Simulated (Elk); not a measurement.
# Spin spirals in MnAu by the generalised Bloch theorem, part 2 of 2

Aim: the energy of spin spirals in MnAu along a path of wavevectors.

Elk 11.2.3 (patched build); LDA (Perdew-Wang); all-electron APW+lo, Dirac cores, scalar-relativistic bands.

So far. Step 2 (Reference state): After 21 cycles the largest moment stands at 3.81 μB.

## (3) One pass at q = (0, 0.25, 0)

One diagonalisation in the potential of q = 0; by the force theorem the spiral's energy is the band energy with the smearing's entropy term, less that of a like pass at q = 0. The total energy that such a pass prints is not self-consistent and is not used.

File elk.in:

```
tasks
  1

xctype
  3

rgkmax
  7.0

nempty
  14

swidth
  0.005

reducebf
  0.5

epsengy
  1e-06

maxscl
  1

lmaxi
  3

spinsprl
  .true.

spinpol
  .true.

vqlss
  0.000000 0.250000 0.000000

sppath
  './'

avec
  6.02581693675 0.00000000000 0.00000000000
  0.00000000000 6.02581693675 0.00000000000
  0.00000000000 0.00000000000 6.25473458003

atoms
  2
  'Mn.in'
  1
  0.5000000000 0.5000000000 0.5000000000   -0.000131 0.000000 -0.000227
  'Au.in'
  1
  0.0000000000 0.0000000000 0.0000000000   0.000000 0.000000 0.000000

ngridk
  8 8 8
```

Started as:

```console
$ OMP_NUM_THREADS=2 elk
```

Numbers of over 12 decimals in the logs are rounded to 6 here.

The log of the run:

```text
┌─────────────────────────┐
│ Elk code version 11.2.3 │
└─────────────────────────┘

All units are atomic (Hartree, Bohr, etc.)

┌──────────────────────────────────────────┐
│ Ground-state run resuming from STATE.OUT │
└──────────────────────────────────────────┘

Lattice vectors :
   6.025816937       0.000000000       0.000000000
   0.000000000       6.025816937       0.000000000
   0.000000000       0.000000000       6.254734580

Species : 1 (Mn)
 muffin-tin radius :    2.400000000
 atomic positions (lattice), magnetic fields (Cartesian) :
  1 :   0.00000000  0.00000000  0.00000000    0.00000000  0.00000000  0.00000000

Species : 2 (Au)
 muffin-tin radius :    2.800000000
 atomic positions (lattice), magnetic fields (Cartesian) :
  1 :   0.50000000  0.50000000  0.50000000    0.00000000  0.00000000  0.00000000

Total number of atoms per unit cell :    2
Total muffin-tin volume :    149.8581584
 ratio of muffin-tin to unit cell volume :   0.6598415183

Spin treatment :
 spin-polarised
 global magnetic field (Cartesian) :    0.000000000       0.000000000       0.000000000
 non-collinear magnetisation
 spin-spiral state assumed
  q-vector (lattice)   :    0.000000000      0.2500000000       0.000000000
  q-vector (Cartesian) :    0.000000000      0.2606777377       0.000000000
  q-vector length      :   0.2606777377

Number of Bravais lattice symmetries :    4
Number of crystal symmetries         :    4
Crystal has no inversion symmetry
Complex Hermitian eigensolver will be used

k-point grid :      8     8     8
k-point offset :    0.000000000       0.000000000       0.000000000
k-point set is reduced with full crystal symmetry group
Total number of k-points :      200

Muffin-tin radius times maximum |G+k| :    7.000000000
 using average radius
Maximum |G+k| for APW functions       :    2.692307692
Maximum (1/2)|G+k|²                   :    3.624260355
Maximum |G| for potential and density :    12.00000000
Constant for pseudocharge density :    8
 order of it for each species :   15  15
 order of it for pair densities of each species (exact exchange by exxq0 0: 15) :    8  11
Radial integration step length :    1

G-vector grid sizes :     24    24    24
Number of G-vectors :     6651

Maximum angular momentum used for
 APW functions            :    8
 outer part of muffin-tin :    6

Number of empty states         :     28
Total number of valence states :    104
Total number of core states    :     58

Third-order local-orbitals added for an l without core states : T
Total number of local-orbitals :     61

Exchange-correlation functional :      3     0     0
 Perdew-Wang/Ceperley-Alder, Phys. Rev. B 45, 13244 (1992)
 gradient requirement :    0
 local density approximation (LDA)

Smearing type :    3
 Fermi-Dirac
Smearing width :   0.5000000000E-02
Effective electronic temperature (K) :    1578.875124

Mixing type :    3
 Broyden mixing, J. Phys. A: Math. Gen. 17, L317 (1984)

Potential read in from STATE.OUT

┌──────────────────────────────┐
│ Self-consistent loop started │
└──────────────────────────────┘

┌─────────────────┐
│ Loop number : 1 │
└─────────────────┘

Reached self-consistent loops maximum

Energies :
 Fermi                       :     0.254249
 sum of occupied eigenvalues :     -12387.508363427
 electron kinetic            :      23039.587273481
 core electron kinetic       :      22034.936379026
 Coulomb                     :     -42828.449735372
 Coulomb potential           :     -34889.579048977
 nuclear-nuclear             :     -1855.7348692443
 electron-nuclear            :     -47102.035903828
 Hartree                     :      6129.3210377000
 Madelung                    :     -25383.660210884
 xc potential                :     -537.26285314641
 xc effective B-field        :    -0.254155
 external B-field            :      0.000000
 exchange                    :     -394.67059262125
 correlation                 :     -10.373152490678
 electron entropic           :    -0.32051550805185E-02
 total energy                :     -20193.909412158
 (external B-field energy excluded from total)

Density of states at Fermi energy :    37.86610303
 (states/Hartree/unit cell)

Estimated indirect band gap :   0.2148782249E-03
 from k-point 152 to k-point 199
Estimated direct band gap   :   0.1940282626E-02
 at k-point 21

Charges :
 core                        :    58.00000000
 valence                     :    46.00000000
 interstitial                :    1.993456930
 muffin-tins (core leakage)
  species : 1 (Mn)
   atom 1                    :    23.61032330     ( -0.3595731156E-05)
  species : 2 (Au)
   atom 1                    :    78.39621977     (  0.9221771500E-04)
 total in muffin-tins        :    102.0065431
 total calculated charge     :    103.9991340
 total charge                :    104.0000000
 error                       :   0.8659560117E-03

Moments :
 interstitial                :   0.5904710489E-01 -0.5655331700E-05  0.1088515245
 muffin-tins
  species : 1 (Mn)
   atom 1                    :    1.926176961     -0.1581692970E-03   3.295964643
  species : 2 (Au)
   atom 1                    :   0.2975494466E-01  0.1789488092E-04  0.6846049137E-01
 total in muffin-tins        :    1.955931906     -0.1402744161E-03   3.364425134
 total moment                :    2.014979011     -0.1459297478E-03   3.473276659

┌──────────────────────────────┐
│ Self-consistent loop stopped │
└──────────────────────────────┘
```

Wall time 33 s (2 threads of Arm Neoverse V2, shared host); peak memory 0.24 GiB; 66 s of CPU time.

This step gave:

```
magnetization  : 2.015, 0, 3.473 μB
final state    : spiral
largest moment : 3.818 μB
```

Moments of a spiral are printed for the first cell, in the frame that turns with it; over the crystal the turning parts cancel.

By that sum this spiral lies -9.7 meV a seeded atom from q = 0.

## (4) One pass at q = (0, 0.5, 0)

elk.in, as its differences from that of step 3:

```diff
@@ -34,3 +34,3 @@
 vqlss
-  0.000000 0.250000 0.000000
+  0.000000 0.500000 0.000000
```

Started as:

```console
$ OMP_NUM_THREADS=2 elk
```

The log of the run:

```text
┌─────────────────────────┐
│ Elk code version 11.2.3 │
└─────────────────────────┘

All units are atomic (Hartree, Bohr, etc.)

┌──────────────────────────────────────────┐
│ Ground-state run resuming from STATE.OUT │
└──────────────────────────────────────────┘

Lattice vectors :
   6.025816937       0.000000000       0.000000000
   0.000000000       6.025816937       0.000000000
   0.000000000       0.000000000       6.254734580

Species : 1 (Mn)
 muffin-tin radius :    2.400000000
[...]
error                       :   0.8577660339E-03

Moments :
 interstitial                :   0.5071914613E-01 -0.3985282901E-05  0.1092015718
 muffin-tins
  species : 1 (Mn)
   atom 1                    :    1.949870548     -0.1601632770E-03   3.287411914
  species : 2 (Au)
   atom 1                    :   0.4251218279E-02  0.3356471255E-04  0.6945244509E-01
 total in muffin-tins        :    1.954121766     -0.1265985644E-03   3.356864359
 total moment                :    2.004840912     -0.1305838473E-03   3.466065931

┌──────────────────────────────┐
│ Self-consistent loop stopped │
└──────────────────────────────┘

[key lines of the parts left out:]
total energy                :     -20193.909683959
```

The job ended after 32 s (2 threads; peak memory 0.25 GiB; 64 s of CPU time).

This step gave:

```
magnetization  : 2.005, 0, 3.466 μB
final state    : spiral
largest moment : 3.822 μB
```

By that sum this spiral lies -20.9 meV a seeded atom from q = 0.

## (5) E(q)

Wavevectors, in fractions of the reciprocal vectors: (0, 0, 0); (0, 0.25, 0); (0, 0.5, 0); (0.25, 0.5, 0); (0.5, 0.5, 0); (0, 0, 0). The path runs through Γ, X, M, Γ. Of 14 wavevectors run, these are the ones whose half falls on the k mesh; at the others the two spins are sampled on shifted points, and errors of some meV don't cancel against q = 0.

Energy less that at q = 0, frozen potential against path:

```csv
path (Å⁻¹),"energy less that at q = 0, frozen potential (meV a seeded atom)"
0.00,0
0.49,-9.70
0.99,-20.9
1.48,-2.90
1.97,13.1
3.36,0
```

## (6) Outcome

```json
{"lowest point": "(0, 0.5, 0), -20.9 meV a seeded atom (frozen potential)", "highest point": "(0.5, 0.5, 0), 13.1 meV a seeded atom"}
```

What this shows: A spiral at (0, 0.5, 0) lies 21 meV under the state at q = 0, so that state is unstable. The energies are those of a cone of 30°, about sin²θ = 0.25 of a flat spiral's. The mesh is the same for all points and was not tested: differences of a few meV, and of some ten in a metal, can be noise.

[Logs and program files are shortened in this print: banners, set-up blocks, solver, clock and traceback lines can be left out without a mark of their own.]

[Logs are printed without paths, hosts, clocks, repeated set-up lines and the standing remarks that a program may print on its own settings, such as how far it seeks lower states.]

[Hosts, paths, dates, database ids (printed as entryN), source tags and the programs' standing remarks are cut or masked in the printed files.]

[Where a cell is said to come from a database of computed structures, the database is the Materials Project.]
